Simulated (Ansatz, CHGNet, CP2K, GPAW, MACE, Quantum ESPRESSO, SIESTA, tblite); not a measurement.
# Running glassy 86SiO2-5SrO-5ZnO-5MgO (mol %) (63 atoms) with GPAW, part 2 of 2

Wanted: GPAW inputs and outputs for glassy 86SiO2-5SrO-5ZnO-5MgO (mol %) (63 atoms), checked against a plane-wave reference.

Program: GPAW 26.7.0; the method stands at each step. Banners, paths, timers and routine set-up lines are dropped from the logs unmarked, and long logs keep their key lines alone; longer cuts are marked.

So far. Step 3 (PBE, LCAO sz(dzp), h 0.18 Å): Against the first run (15 %), the force difference from the reference is 41 %, at 0.40 times the CPU time, with 270 basis functions against 849: the smaller basis costs accuracy. Step 4 (PBE, LCAO dzp, h 0.25 Å): Against the first run (15 %), the force difference from the reference is 16 %, at 0.60 times the CPU time.

## (5) PBE, LCAO szp(dzp), h 0.18 Å

Method: Kohn-Sham DFT, PBE, PAW, atomic orbitals (szp(dzp)).

Input file run.py:

```python
import numpy as np
from ase.io import read
from gpaw import GPAW, FermiDirac

atoms = read("structure.xyz")
atoms.calc = GPAW(
    mode="lcao",
    basis="szp(dzp)",
    h=0.18,
    xc="PBE",
    kpts={"size": (1, 1, 1), "gamma": True},
    occupations=FermiDirac(0.05),
    maxiter=200,
    symmetry={"point_group": False},
    txt="gpaw.txt",
)
energy = atoms.get_potential_energy(force_consistent=True)
forces = atoms.get_forces()
print(f"energy {energy:.6f} eV")
print("forces (eV/A)")
for i, (a, f) in enumerate(zip(atoms, forces)):
    print(f"{i:4d} {a.symbol:2s} {f[0]:10.5f} {f[1]:10.5f} {f[2]:10.5f}")
print(f"Fermi level {atoms.calc.get_fermi_level():.4f} eV")
for k in range(len(atoms.calc.get_ibz_k_points())):
    for s in range(atoms.calc.get_number_of_spins()):
        e = atoms.calc.get_eigenvalues(kpt=k, spin=s)
        n = np.searchsorted(e, atoms.calc.get_fermi_level())
        print(f"k {k} spin {s} levels about the Fermi level:", np.round(e[max(n - 6, 0):n], 4).tolist(), "|", np.round(e[n:n + 6], 4).tolist())
```

Input file structure.xyz:

```xyz
63
Lattice="9.65803 0.00000 0.00000 0.00000 9.65803 0.00000 0.00000 0.00000 9.65803" Properties=species:S:1:pos:R:3 pbc="T T T"
[... 63 atom lines left out: the same atoms as in the first run ...]
```

The run is started by

```console
$ OMP_NUM_THREADS=1 python run.py > output.txt
```

What it wrote:

```text
energy -408.171167 eV
forces (eV/A)
   0 Si    0.52258   -0.36498   -3.30467
   1 Si   -3.28356   -6.29129   -0.68824
   2 Si   -4.78535    2.48050    5.01603
   3 Si    2.57073   -4.07544   -6.54169
   4 Si    4.08768   -0.02030   -1.67900
   5 Si    1.16548   -2.77629    5.39277
   6 Si   -0.72919   -3.35602   -4.62568
   7 Si   -0.98395    3.73811   -0.57037
   8 Si   -0.02774    0.92963   -1.57351
   9 Si   -1.27608    2.97265   -3.03640
  10 Si   -2.04926   -0.75949    0.15563
  11 Si   -3.12863   -1.36456    0.78289
  12 Si    3.62379   -4.46040   -2.94746
  13 Si    4.35934    1.45981    4.96626
  14 Si   -1.88580   -1.85317   -1.81533
  15 Si   -7.79459    7.55604    0.14136
  16 Si   -2.25857   -2.69694    5.97887
  17 Si   -7.24111    9.36742    4.56055
  18 Si    0.92727   -0.43035    3.84416
  19 Sr   -1.12053    0.61552    0.17252
  20 Zn    1.22591   -2.12339   -1.26348
  21 Mg   -1.40509   -0.04525    1.29899
  22 O    -3.85895    1.40794    0.72455
  23 O     7.36947   -6.36501    0.75628
[...]
55 O     1.23969    1.71191    1.27139
  56 O    -0.33429   -0.75662   -0.41576
  57 O     0.53054   -1.48463   -4.47743
  58 O     0.31176   -1.35269   -0.98119
  59 O     0.06504    1.25991   -2.25596
  60 O     0.79195   -2.94360   -0.23093
  61 O    -1.86661   -1.21209    0.68089
  62 O    -1.91555   -0.43411    0.36629
Fermi level 4.1509 eV
k 0 spin 0 levels about the Fermi level: [2.1855, 2.2385, 2.3056, 2.3731, 2.6637, 3.1158] | [5.1843, 6.102, 6.7538, 7.0682, 7.1711, 7.5726]
```

gpaw.txt:

```text
Input parameters:
  mode=LCAO(),
  basis={'default': 'szp(dzp)'},
  h=0.18,
  kpts=MonkhorstPack(size=(1, 1, 1), gamma=True),
  maxiter=200,
  occupations=Occupations(name='fermi-dirac', width=0.05, fixmagmom=False),
  symmetry=Symmetry(point_group=False),
  xc=XC(name='PBE')
Unit cell  # Å
| periodic |        x |        y |        z |  lengths |    angles |
[... lines left out ...]
  Fermi-Dirac:
[... lines left out ...]
convergence criteria:
- Maximum [total energy] change in last 3 cyles: 0.0005 eV / valence electron
[... lines left out ...]
Converged in 9 steps
[... lines left out ...]
  Free energy:    -408.171167
  Extrapolated:   -408.171167
dipole moment: (52.140030, 4.006579, -70.208259)  # |e|*Ang
Fermi level: 4.151
Eigenvalues  # (at kpt = [0.000, 0.000, 0.000])
| band index |      eig [eV] | occ [0-2] |
|------------|---------------|-----------|
|          0 |       -73.366 |     2.000 |
|        ... |               |           |
|        169 |         1.971 |     2.000 |
|        170 |         2.040 |     2.000 |
[...]
|        184 |         7.833 |     0.000 |
|        ... |               |           |
|        216 |        11.194 |     0.000 |
Gap: 2.069 eV
Transition (v -> c):
  (s=0, k=0, n=176, [0.00, 0.00, 0.00]) -> (s=0, k=0, n=177, [0.00, 0.00, 0.00])
No difference between direct/indirect transitions
Force computation time: 13.176  # s
timing:  # [seconds]
  Total:  72.858  # ━━━━━━━━━━━━━━━━━━━━━━━━━━━━━━━━━━━━━━━━━━━━━━━━━━━━━━━━━
  Init:    7.332  # ━━━━━╸
  SCF:    52.323  # ━━━━━━━━━━━━━━━━━━━━━━━━━━━━━━━━━━━━━━━━━
  Forces: 13.176  # ━━━━━━━━━━╸
```

Run time: 74 s. Hardware: 1 thread of Arm Neoverse V1, shared host; peak memory 1.1 GiB.

Against the reference:

```
r.m.s. force component                           : 2.876 eV/Å
r.m.s. difference of force components            : 389.6 meV/Å
longest difference of force vectors              : 1829 meV/Å
force difference over r.m.s. force               : 14.81 %
slope of forces against the reference's          : 1.087
correlation of force components                  : 0.994
gap (highest filled to lowest empty level) : 2.068 eV
gap difference                                   : -0.4092 eV
```

This is a coarse setting, run to see what it loses.

Against the first run (15 %), the force difference from the reference is 15 %, at 0.77 times the CPU time, with 579 basis functions against 849: size alone doesn't set the difference here.

The forces add up to 0.53 eV/Å instead of zero, usually a sign of too coarse a grid.

## (6) The ladder

Differences are against the plane-wave reference, forces as r.m.s. over components; share is that over the reference's r.m.s. force, slope the least-squares factor from reference forces to these. Total energies of different programs have different zeros and aren't compared.

```tsv
run	Δ force, r.m.s. (meV/Å)	share (%)	slope	Δ gap (eV)	cores	CPU time	memory (GiB)
reference	-	-	-	-	4	31 s	1.0
GPAW PBE, LCAO dzp, h 0.18 Å	398	15.1	1.100	-0.208	1	96 s	1.1
GPAW PBE, LCAO sz(dzp), h 0.18 Å (coarse)	1072	40.8	1.211	-0.507	1	38 s	0.9
GPAW PBE, LCAO dzp, h 0.25 Å (coarse)	416	15.8	1.100	-0.215	1	57 s	0.67
GPAW PBE, LCAO szp(dzp), h 0.18 Å (coarse)	390	14.8	1.087	-0.409	1	74 s	1.1
```

Rows marked coarse were listed beforehand as settings not expected to be converged; some can still land near the reference.

CPU time is summed over cores on a shared host, where runs went side by side, so it is rough. Symmetry, cutoffs, thresholds, outputs and thread counts weren't matched or tuned between programs; memory under MPI is the largest rank's times the ranks.

Within one program, basis, potentials and functional, energies share a zero. Each run against its twin at the usual cutoff or grid and solver:

```tsv
run	twin	Δ energy (meV/atom)	Δ force, r.m.s. (meV/Å)	CPU time over the twin's
GPAW PBE, LCAO dzp, h 0.25 Å	LCAO dzp, h 0.18 Å	282	144	0.6
```

A second geometry, displaced anew (every atom was moved at random, 0.08 Å r.m.s. a Cartesian component), gives an energy difference that all programs can be tested on. The reference puts it at 214.4 meV/atom.

```tsv
run	energy less the first geometry's (meV/atom)	error (meV/atom)	force share at the second geometry (%)
GPAW PBE, LCAO dzp, h 0.18 Å	231.8	17.4	11.9
GPAW PBE, LCAO sz(dzp), h 0.18 Å	237.7	23.4	26.2
GPAW PBE, LCAO dzp, h 0.25 Å	233.0	18.7	12.1
GPAW PBE, LCAO szp(dzp), h 0.18 Å	224.8	10.4	10.3
```

## (7) Summary of results

```json
{
  "nearest in forces": "a tie at 15 % of 2 runs: GPAW PBE, LCAO dzp, h 0.18 Å; GPAW PBE, LCAO szp(dzp), h 0.18 Å (coarse)"
}
```

In words: The PBE run in local orbitals, coarse settings apart, differs by 15 % (GPAW PBE, LCAO dzp, h 0.18 Å); basis, grid and potentials can all enter. Runs with settings chosen to be coarse differ by 15 % (GPAW PBE, LCAO szp(dzp), h 0.18 Å) to 41 % (GPAW PBE, LCAO sz(dzp), h 0.18 Å), their programs' other errors included. None of the electronic-structure runs in the table takes under half the reference's CPU time of 31 s; they take 1.2 to 3.1 times as much. GPAW PBE, LCAO sz(dzp), h 0.18 Å stiffens the forces by a factor of 1.21 while following their directions (correlation 0.961); the slopes of the 4 GPAW runs lie between 1.09 and 1.21. At the same functional, gaps differ from the reference's 2.48 eV by between -0.51 and -0.21 eV. The energy difference between the two geometries, 214 meV/atom in the reference, is met best by GPAW PBE, LCAO szp(dzp), h 0.18 Å (coarse) (+10.4) and worst by GPAW PBE, LCAO sz(dzp), h 0.18 Å (coarse) (+23.4). Forces of 2.6 eV/Å r.m.s. are well above thermal ones: they come largely from the bond lengths of the classical model and from the random displacements, and they dominate the comparison. The quench rate of 50 K/ps is many orders above laboratory rates, so the cell is likely richer in defects and strain than a real sample. The network of bonds at the start is that of the classical potential that made the cell, and needn't be the one that DFT or experiment would give. The electronic-structure runs sample only Γ, in a cell whose shortest periodic width is 10 Å.

[Also dropped from logs without a mark: logging warnings of Python, and SIESTA's first energy breakdown and zero terms.]

[Logs are printed without paths, hosts, clocks, repeated set-up lines and the standing remarks that a program may print on its own settings, such as how far it seeks lower states.]

[Hosts, paths, dates, database ids (printed as entryN), source tags and the programs' standing remarks are cut or masked in the printed files.]
